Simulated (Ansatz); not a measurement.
**LiBe (Pm-3m): following an unstable mode**

Aim: this structure of LiBe (Pm-3m) is to be tested for unstable modes, and one is followed downhill.

Calculated with Ansatz 0.2.0; DFT PBEsol, scalar-relativistic, plane waves, PAW; PAW set soft_1.

## 1. Starting point

It takes space group Pm-3m (No. 221, cubic). Conventional cell: a = 2.802 Å, b = 2.802 Å, c = 2.802 Å, α = 90.00°, β = 90.00°, γ = 90.00°. Nearest to Li lie 8 Be at 2.43 Å. Nearest to Be lie 8 Li at 2.43 Å. Farther neighbours are not listed.

Structure file:

```cif
data_structure
_symmetry_space_group_name_H-M 'P 1'
_symmetry_Int_Tables_number 1
_cell_length_a 2.8020
_cell_length_b 2.8020
_cell_length_c 2.8020
_cell_angle_alpha 90.000
_cell_angle_beta 90.000
_cell_angle_gamma 90.000
_cell_volume 22.00
loop_
_atom_site_label
_atom_site_type_symbol
_atom_site_fract_x
_atom_site_fract_y
_atom_site_fract_z
_atom_site_occupancy
Li1 Li 0.00000 0.00000 0.00000 1
Be2 Be 0.50000 0.50000 0.50000 1
```

## 2. The dispersion

The cell comes from relaxations at this level that are not shown. Stability and thermal properties need the whole zone. Linear response on a 4×4×4 q mesh gives force constants as far as a supercell of that size would.

input.yaml

```yaml
crystal:
  lattice:
    - [2.8019923598, 0.0, 0.0]
    - [0.0, 2.8019923598, 0.0]
    - [0.0, 0.0, 2.8019923598]
  atoms:
    - { symbol: Li, position: [0.0, 0.0, 0.0] }
    - { symbol: Be, position: [0.5, 0.5, 0.5] }
kpoints:
  mp_grid: { grid: [16, 16, 16] }
hamiltonian:
  xc: pbesol
  pseudopotentials: { kind: paw, azcp: { folder: soft_1 }, xc_functional: pbe }
scf:
  occupations: { method: methfessel_paxton, width: 0.2 }
output:
  eigenvalues: true
phonons:
  method: dfpt
  qmesh: [4, 4, 4]
  temperatures: { t_max: 1000, t_step: 50 }
  qpath:
    path:
      - [[0.0, 0.0, 0.0], [0.0, 0.5, 0.0], [0.5, 0.5, 0.0], [0.0, 0.0, 0.0], [0.5, 0.5, 0.5], [0.0, 0.5, 0.0]]
      - [[0.5, 0.5, 0.5], [0.5, 0.5, 0.0]]
    npoints: 10
```

Started as:

```console
> ansatz run input.yaml --threads 4 --pin off --max-ram 10240MiB --backend cpu --events-out ev --progress --plain --runs-dir out
```

Numbers of over 12 decimals in the logs are rounded to 6 here.

The program printed:

```text
Engine: ansatz 0.2.0, aarch64-unknown-linux-gnu
Pseudopotentials: kind: paw
Pseudopotential: Li, paw, valence charge 3, recommended cutoff 420 eV (normal), soft_1/Li.paw.azcp
Pseudopotential: Be, paw, valence charge 2, recommended cutoff 420 eV (normal), soft_1/Be.paw.azcp
Functional definition: PBEsol
  exchange = pbesol_x
  correlation = pbesol_c
Crystal: 2 atoms, lattice volume = 21.999 Å³
Basis set: ecut = 420 eV, 437 PW (Γ), exchange–correlation on 40×40×40 points (8 copies of the dense FFT grid, shifted against one another)
Bands: 7, of which v1, the nominal top of the filled ones, is band 3 counted from 1 (2 counted from 0)
Symmetry: 48 space group operations
k-points: 165 of 4096
Non-local potential: Li, projectors of the file, l = 0: 3, l = 1: 2, l = 2: 1
Non-local potential: Be, projectors of the file, l = 0: 2, l = 1: 2, l = 2: 1
PAW form: soft (Blöchl's): semilocal exchange-correlation on the pseudo side does not see the compensation charge
PAW frozen core: Be, regenerated for the run's functional, and the local potential with it (the file was generated under x = pbe(κ = 0.804, μ = 0.219515), c = pbe(β = 0.066725))
PAW one-centre angular grid: Li, 110 points (default); XC on 64 Gauss nodes
PAW one-centre angular grid: Be, 110 points (default); XC on 64 Gauss nodes
Initial density: superposition of atomic densities (chi_scale 0.1, normalization cell, long waves kept (reshape's long-wave potential 0.00 eV rms))
Initial wavefunctions: pseudopotential atomic-orbital guess
Functional: x = pbesol(κ = 0.804, μ = 0.123457), c = pbesol(β = 0.046)
SCF iter   1: F=—  HF=-292.635010 eV  |F-HF|=—  |Δ(HF+E_count)|=         —  Δρ=9.03e-3  dr2=1.70e-2  ethr=3.10e-3  ⟨swp⟩=5.3  Hψ=8856  notcnv=0
preconditioner: auto → none  [metal: Δε(μ)=0.104 eV  Ē_g=10.508 eV  σ=0.200 eV  W_gap=0.40  n_scr=0 (ndim 8)  ℏωp=13.7 eV  f_vac=0.000  D(μ)=0.32/eV (n_scr^D=0)]
SCF iter   2: F=—  HF=-292.608095 eV  |F-HF|=—  |Δ(HF+E_count)|=   2.69e-2  S|Δr|=    0.00e0  Δρ=4.13e-3  dr2=2.70e-3  ethr=3.39e-4  ⟨swp⟩=1.0  Hψ=2475  notcnv=0  defer=1
SCF iter   3: F=—  HF=-292.610431 eV  |F-HF|=—  |Δ(HF+E_count)|=   2.34e-3  S|Δr|=    0.00e0  Δρ=3.27e-4  dr2=1.30e-5  ethr=5.41e-5  ⟨swp⟩=2.0  Hψ=1507  notcnv=0  defer=2
SCF iter   4: F=—  HF=-292.610448 eV  |F-HF|=—  |Δ(HF+E_count)|=   1.70e-5  S|Δr|=    0.00e0  Δρ=2.71e-5  dr2=5.60e-8  ethr=2.60e-7  ⟨swp⟩=2.0  Hψ=1344  notcnv=0  defer=2
SCF iter   5: F=—  HF=-292.610448 eV  |F-HF|=—  |Δ(HF+E_count)|=   3.79e-7  S|Δr|=    0.00e0  Δρ=2.49e-6  dr2=5.39e-10  ethr=1.12e-9  ⟨swp⟩=2.7  Hψ=1479  notcnv=0  defer=2
SCF iter   6: F=-292.610448 eV  HF=-292.610448 eV  |F-HF|=1.19e-12  |Δ(HF+E_count)|=  9.32e-11  S|Δr|=    0.00e0  Δρ=1.18e-7  dr2=3.64e-12  ethr=1.00e-12  ⟨swp⟩=5.9  Hψ=3783  notcnv=0
the search or the solves at the SCF's close seem to have found levels that the self-consistency loop had missed (the run counts 1). By its estimate they hold under 1e-12 electrons; where the run keeps them, the occupations were computed again with them
SCF 1 converged in 6 iterations: F = -292.610448 eV  dr2 = 3.64e-12
  greatest PAW one-centre occupation: 1.000 electrons in one spin orbital (limit 2), on the Li atom at site 0 (counted from 0), in its partial waves of l = 0
phonons: the bands overlap, so this run is a metal and interpolates without the dipole-dipole term. If the crystal is really an insulator or semiconductor, its LO-TO splitting is missing
NSCF: frozen V_eff on 165 k-points
NSCF: frozen V_eff on 405 k-points
DFPT response loops at q = (0, 0, 0) (fractional): preconditioner auto → Kerker (q_TF=auto, 2.131 Å⁻¹) (partly filled bands, converged f_vac=0.000); β = 1.00, the filter's whole step (`scf.mixing.beta` (0.50) is not read by the response loops under this deck's `scf.mixing.preconditioner`; to damp them name `kerker` or `kerker_dos`, under which they read `scf.mixing.beta`, and type it under 1.00, their step now; both keys bind the ground state too); Broyden in place of MSR1
NSCF: frozen V_eff on 2592 k-points
DFPT response loops at q = (0, 0, 0.25) (fractional): mixed as the last ones told, above
NSCF: frozen V_eff on 1458 k-points
DFPT response loops at q = (0, 0, -0.5) (fractional): mixed as the last ones told, above
NSCF: frozen V_eff on 4608 k-points
DFPT response loops at q = (0, 0.25, 0.25) (fractional): mixed as the last ones told, above
NSCF: frozen V_eff on 2592 k-points
DFPT response loops at q = (0, 0.25, -0.5) (fractional): mixed as the last ones told, above
NSCF: frozen V_eff on 1458 k-points
DFPT response loops at q = (0, -0.5, -0.5) (fractional): mixed as the last ones told, above
NSCF: frozen V_eff on 4352 k-points
DFPT response loops at q = (0.25, 0.25, 0.25) (fractional): mixed as the last ones told, above
NSCF: frozen V_eff on 4608 k-points
DFPT response loops at q = (0.25, 0.25, -0.5) (fractional): mixed as the last ones told, above
NSCF: frozen V_eff on 2592 k-points
DFPT response loops at q = (0.25, -0.5, -0.5) (fractional): mixed as the last ones told, above
NSCF: frozen V_eff on 810 k-points
DFPT response loops at q = (-0.5, -0.5, -0.5) (fractional): mixed as the last ones told, above
SCF converged after 6 iterations
Stability not checked: this state was not tested for a lower state beside it, because cold or Methfessel-Paxton smearing, or corrected tetrahedra, fill the levels in a way that the test cannot read (fill_not_monotonic; see scf.lower_state_search)
Free energy (F): -292.610448 eV
Harris-Foulkes:  -292.610448 eV  (|F-HF|=1.19e-12)
Internal energy: -292.612762 eV  (E = F + TS)
E sigma→0 (E₀):  -292.611026 eV
Entropy (-TS):   0.002314 eV (1.157 meV/atom)
Fermi energy:    3.680903 eV
--- Per-component energies (eV) ---
  E_band       = -77.315521
  E_kinetic    = 34.993642
  E_local      = -123.321884  (includes V_loc(G=0)·N_el)
  E_nonlocal   = -14.967083
  E_hartree    = 37.339552
  E_xc         = -27.803688
  E_vxc        = -30.599380  (∫ρ·V_xc dr)
  E_paw        = -79.358805  (= ΣΔE_a)
  E_vpaw       = -18.100159  (= ΣTr[D̂ρ^β])
  E_aug_tail   = 0.000249  (compensation charges beyond the density's cutoff)
  E_ewald      = -119.504276
  E_core_change = 0.009531  (= ΣΔE_core)
  E_smearing   = 0.002314  (= −TS)
  E_closure    = -0.000000  (closes the sum)
  Σ components = -292.610448   (vs F -292.610448, Δ=0.00e0)
--- Band table (eV; the first three rows and the last of 165) ---
  k-point 0: bands = ["-40.3545", "-2.8311", "9.8987", "9.8987", "9.8987", "14.4339", "14.4339"]
  k-point 1: bands = ["-40.3537", "-2.7812", "9.2511", "9.9632", "9.9632", "14.5078", "15.1796"]
  k-point 2: bands = ["-40.3514", "-2.6313", "7.9412", "10.1556", "10.1556", "14.7292", "16.7466"]
  k-point 164: bands = ["-40.2944", "6.1080", "6.1080", "6.1080", "8.6632", "8.6632", "8.6632"]
--- Phonons (Γ-DFPT): 2 representative perturbations + reference (Σ response iterations 6) ---
  ASR residual: 6.996e-6 → 0.000e0 eV/Å²; symmetrization residual: 2.120e-7 eV/Å²
  ASR residual per site (eV/Å²): 7.00e-6 5.98e-7
  Γ frequencies (cm⁻¹): 0.00 0.00 0.00 560.32 560.32 560.32
--- Phonons (arbitrary-q DFPT): 10 irreducible q on the 4×4×4 mesh ---
  q = [0.0000, 0.0000, 0.0000] (star 1, of the zone-centre solve; hermiticity 9.37e-8, symmetrization 6.51e-13): -0.00 -0.00 -0.00 560.32 560.32 560.32
  q = [0.0000, 0.0000, 0.2500] (star 6, 4 solved perturbations in 4032 linear systems a pass and spin channel, the states on 1296 of 4096 k-point pairs; hermiticity 8.95e-8, symmetrization 8.72e-14): 174.48 229.25 229.25 489.35 523.95 523.95
  q = [0.0000, 0.0000, -0.5000] (star 3, 4 solved perturbations in 2268 linear systems a pass and spin channel, the states on 729 of 4096 k-point pairs; hermiticity 5.43e-9, symmetrization 2.70e-9): 159.35 394.64 394.64 431.69 431.69 447.15
  q = [0.0000, 0.2500, 0.2500] (star 12, 4 solved perturbations in 7056 linear systems a pass and spin channel, the states on 2304 of 4096 k-point pairs; hermiticity 6.44e-8, symmetrization 3.57e-15): -19.37 276.88 299.61 438.29 490.88 530.29
  q = [0.0000, 0.2500, -0.5000] (star 12, 6 solved perturbations on 1296 of 4096 k-point pairs; hermiticity 1.72e-8, symmetrization 4.24e-9): -2.68 171.89 406.94 412.02 493.66 519.38
  q = [0.0000, -0.5000, -0.5000] (star 3, 4 solved perturbations in 2268 linear systems a pass and spin channel, the states on 729 of 4096 k-point pairs; hermiticity 2.00e-8, symmetrization 2.73e-12): -91.56 -91.56 408.71 432.78 543.97 543.97
  q = [0.2500, 0.2500, 0.2500] (star 8, 2 solved perturbations on 2176 of 4096 k-point pairs; hermiticity 4.65e-8, symmetrization 1.81e-13): 210.19 210.19 257.17 449.75 508.19 508.19
  q = [0.2500, 0.2500, -0.5000] (star 12, 4 solved perturbations in 7056 linear systems a pass and spin channel, the states on 2304 of 4096 k-point pairs; hermiticity 1.19e-8, symmetrization 2.20e-9): 124.01 226.98 300.96 463.96 478.68 528.98
  q = [0.2500, -0.5000, -0.5000] (star 6, 4 solved perturbations in 4032 linear systems a pass and spin channel, the states on 1296 of 4096 k-point pairs; hermiticity 1.53e-8, symmetrization 6.33e-11): 179.39 179.39 320.79 448.11 527.23 527.23
  q = [-0.5000, -0.5000, -0.5000] (star 1, 2 solved perturbations on 405 of 4096 k-point pairs; hermiticity 1.02e-11, symmetrization 5.11e-12): 285.79 285.79 285.79 503.33 503.33 503.33
  sum rule: each row above includes the acoustic sum rule's correction from the zone centre's row sums; it moved no ω² by more than (0.52 cm⁻¹)²
  mesh force constants: q→R imaginary residual 2.76e-18; ASR residual 6.996e-6 → 0.000e0 eV/Å²; symmetrization residual 4.441e-15 eV/Å²
  interpolated dispersion: 62 rows × 6 modes
  density of states and harmonic sums: on the 24×24×24 q-mesh, interpolated from the force constants of a 4×4×4 supercell (no non-analytic term)
  largest difference from the sums on the solved wave vectors: F 8.22e-2 eV, S 1.13e-4 and C_V 3.12e-5 eV/K
  zero-point energy: 0.130483 eV/cell   skipped modes (ω ≤ 0): 89, of them read as no rigid motion or as one in doubt: 86 (1.610e-1 modes/cell left out, lowest -91.56 cm⁻¹)   left out of the sums: 2.69e-2 of the cell's modes: C_V's classical limit lies that fraction below 3 k_B per atom; for a crystal, a wire or a layer, F and S can be off by more, and a phonons.interpolated_qmesh denser along its periods is the remedy for the sampling
```

Run time: 77 s. Hardware: 4 threads of Arm Neoverse V1, shared host; peak memory 1 GiB; 4.9 min of CPU time.

This step gave:

| Property | Result |
| --- | --- |
| volume per atom | 11.00 Å³ |
| gap on the k-mesh | 0 eV |
| sum-rule residual before enforcement | 7.00e-6 eV/Å² |
| lowest frequency on the path | -91.56 cm⁻¹ |
| point group | m-3m |
| highest frequency on the path or at a solved wavevector | 560.3 cm⁻¹ |
| highest optical mode at the zone centre (no LO-TO term) | 560.3 cm⁻¹ |
| lowest optical zone-centre mode | 560.3 cm⁻¹ |
| lowest mode on the q mesh (acoustic modes at Γ apart) | -91.56 cm⁻¹ |

Frequencies (cm⁻¹) solved at each irreducible wavevector; negative means imaginary. Frequencies by wavevector, by row:

```
q in reciprocal lattice units  star  mode 1  mode 2  mode 3  mode 4  mode 5  mode 6
                        0 0 0     1       0       0       0   560.3   560.3   560.3
                     0 0 0.25     6   174.5   229.2   229.2   489.4     524     524
                     0 0 -0.5     3   159.3   394.6   394.6   431.7   431.7   447.1
                  0 0.25 0.25    12   -19.4   276.9   299.6   438.3   490.9   530.3
                  0 0.25 -0.5    12    -2.7   171.9   406.9     412   493.7   519.4
                  0 -0.5 -0.5     3   -91.6   -91.6   408.7   432.8     544     544
               0.25 0.25 0.25     8   210.2   210.2   257.2   449.8   508.2   508.2
               0.25 0.25 -0.5    12     124     227     301     464   478.7     529
               0.25 -0.5 -0.5     6   179.4   179.4   320.8   448.1   527.2   527.2
               -0.5 -0.5 -0.5     1   285.8   285.8   285.8   503.3   503.3   503.3
```

Interpolated from a 4×4×4 q mesh. The phonon branches at the labelled points (cm⁻¹):

```
    point  branch 1  branch 2  branch 3  branch 4  branch 5  branch 6
        Γ         0         0         0       560       560       560
  halfway       174       229       229       489       524       524
        X       159       395       395       432       432       447
  halfway        -3       172       407       412       494       519
        M       -92       -92       409       433       544       544
  halfway       -19       277       300       438       491       530
        Γ         0         0         0       560       560       560
  halfway       210       210       257       450       508       508
        R       286       286       286       503       503       503
  halfway       124       227       301       464       479       529
        X       159       395       395       432       432       447
jump to R       286       286       286       503       503       503
  halfway       179       179       321       448       527       527
        M       -92       -92       409       433       544       544
```

The phonon branches as a text plot (rows in cm⁻¹):

```
    547 |***         *****    *******                         ***
    520 |  ***     ***   ****** *   *****       *******    ***
    492 |   * *   *       *  * *         ***********   *  **
    465 |    **  ***       **            **        **** *   *
    438 |      ***    *****  **      ** *            *****   *  *
    411 |         ********             *                      ***
    384 |      ***        *                            ***    *
    357 |                                             * *
    329 |                  **                        * *     *
    302 |     *              **      ***            *       *
    275 |    *    *          *               *******  *   **
    248 |                     **        *  **    **  *     *
    221 |   *      *       **       *   ****      ***       *
    194 |    **                *       *
    166 |   *  ***              *                  *     *   *
    139 |  *                    *    **                 *
    112 |  *      * *     *        **               *  *
     85 | *        *             *                   **       *
     58 |*                    **** *
     31 |            *           *
      3 |                         *
    -24 |                *   *                                 *
    -51 |           *      **
    -78 |            ******                                     *
         Γ      X      M          Γ            R        X|R     M
```

Symmetry leaves 10 wavevectors to solve. The lowest mode among them, the acoustic zeros apart, lies at q = (0, -0.5, -0.5) and is imaginary, 91.6i cm⁻¹, so the energy falls along it.

## 3. The mode frozen in, largest atomic shift 0 Å

The mode followed lies at q = (0, -0.5, -0.5) with frequency 91.6i cm⁻¹ and is 2-fold degenerate, the softest among the wavevectors solved. At small amplitude the distorted cell has space group no. 10 by a symmetry search on the positions. The undistorted cell that holds it gives the zero of energy on the same k mesh.

System of this step: LiBe. The structure is cubic, space group Pm-3m (No. 221). The conventional cell has a = 2.802 Å, b = 2.802 Å, c = 2.802 Å, α = 90.00°, β = 90.00°, γ = 90.00°. Nearest to Li lie 8 Be at 2.43 Å. Be has 8 Li at 2.43 Å nearest. Farther neighbours are not listed.

input.yaml, the sections that differ from step 2:

```yaml
crystal:
  lattice:
    - [-2.8019923598, 0.0, 0.0]
    - [0.0, -2.8019923598, -2.8019923598]
    - [0.0, -2.8019923598, 2.8019923598]
  atoms:
    - { symbol: Li, position: [0.0, 0.5, 0.5] }
    - { symbol: Li, position: [0.0, 1.0, 1.0] }
    - { symbol: Be, position: [0.5, 0.0, 0.5] }
    - { symbol: Be, position: [0.5, 0.5, 0.0] }
kpoints:
  mp_grid: { grid: [16, 10, 10] }
output:
  forces: true
  stress: true
  eigenvalues: true
# hamiltonian, scf: as in step 2
# phonons: removed
```

The program printed:

```text
[...]
Crystal: 4 atoms, lattice volume = 43.998 Å³
Basis set: ecut = 420 eV, 865 PW (Γ), exchange–correlation on 40×54×54 points (8 copies of the dense FFT grid, shifted against one another)
Bands: 9, of which v1, the nominal top of the filled ones, is band 5 counted from 1 (4 counted from 0)
Symmetry: 32 space group operations
[...]
k-points: 189 of 1600
[...]
Internal energy: -585.209773 eV  (E = F + TS)
E sigma→0 (E₀):  -585.210866 eV
Entropy (-TS):   -0.001458 eV (-0.365 meV/atom)
Fermi energy:    3.651393 eV
[...]
--- Stress (GPa, compression-positive) ---
       -0.247294       0.000000      -0.000000
        0.000000       0.238586       0.000000
       -0.000000      -0.000000       0.238586
  P = ⅓ Tr σ = 0.0766 GPa (0.766 kbar)
--- Band table (eV; the first three rows and the last of 189) ---
[...]
[key lines of the parts left out:]
SCF converged after 6 iterations
Free energy (F): -585.211231 eV
```

Wall time 1.8 s (4 threads); peak memory 0.36 GiB.

This step gave:

```yaml
pressure: 0.07663 GPa
energy_from_the_undistorted_cell: 0 meV/atom
```

The run ends at a pressure of 0.08 GPa.

## 4. The mode frozen in, largest atomic shift 0.22 Å

The atoms are moved along the unstable eigenvector, the largest shift by 0.22 Å, with the cell fixed.

input.yaml, the sections that differ from step 3:

```yaml
crystal:
  lattice:
    - [-2.8019923598, 0.0, 0.0]
    - [0.0, -2.8019923598, -2.8019923598]
    - [0.0, -2.8019923598, 2.8019923598]
  atoms:
    - { symbol: Li, position: [0.0, 0.496015381, 0.5334705251] }
    - { symbol: Li, position: [0.0, 1.003984619, 0.9665294749] }
    - { symbol: Be, position: [0.5, -0.0065631009, 0.4448704044] }
    - { symbol: Be, position: [0.5, 0.5065631009, 0.0551295956] }
# kpoints, hamiltonian, scf, output: as in step 3
```

The program printed:

```text
[...]
Crystal: 4 atoms, lattice volume = 43.998 Å³
Basis set: ecut = 420 eV, 865 PW (Γ), exchange–correlation on 40×54×54 points (8 copies of the dense FFT grid, shifted against one another)
Bands: 9, of which v1, the nominal top of the filled ones, is band 5 counted from 1 (4 counted from 0)
Symmetry: 4 space group operations
[...]
k-points: 468 of 1600
[...]
atom   3  Be     0.00000000    -0.01058923    -0.02565218
  atom   4  Be     0.00000000     0.01058923     0.02565218
  max |Σ_I F_I| component: 0.00e0 eV/Å
--- Stress (GPa, compression-positive) ---
       -0.808837       0.000000       0.000000
        0.000000       1.612397      -1.294148
        0.000000      -1.294148       1.261184
  P = ⅓ Tr σ = 0.6882 GPa (6.882 kbar)
--- Band table (eV; the first three rows and the last of 468) ---
[...]
[key lines of the parts left out:]
SCF converged after 7 iterations
Free energy (F): -585.225552 eV
Fermi energy:    3.668817 eV
```

Wall time 3.1 s (4 threads); peak memory 0.46 GiB.

Numbers from this step:

- pressure: 0.6882 GPa
- energy from the undistorted cell: -3.675 meV/atom

The energy, extrapolated to zero smearing, is -3.67 meV/atom against the undistorted cell.

The run ends at a pressure of 0.69 GPa, with forces up to 0.031 eV/Å.

(Part 1 of 3 ends here.)

[Logs are printed without paths, hosts, clocks, repeated set-up lines and the standing remarks that a program may print on its own settings, such as how far it seeks lower states.]

[Hosts, paths, dates, database ids (printed as entryN), source tags and the programs' standing remarks are cut or masked in the printed files.]
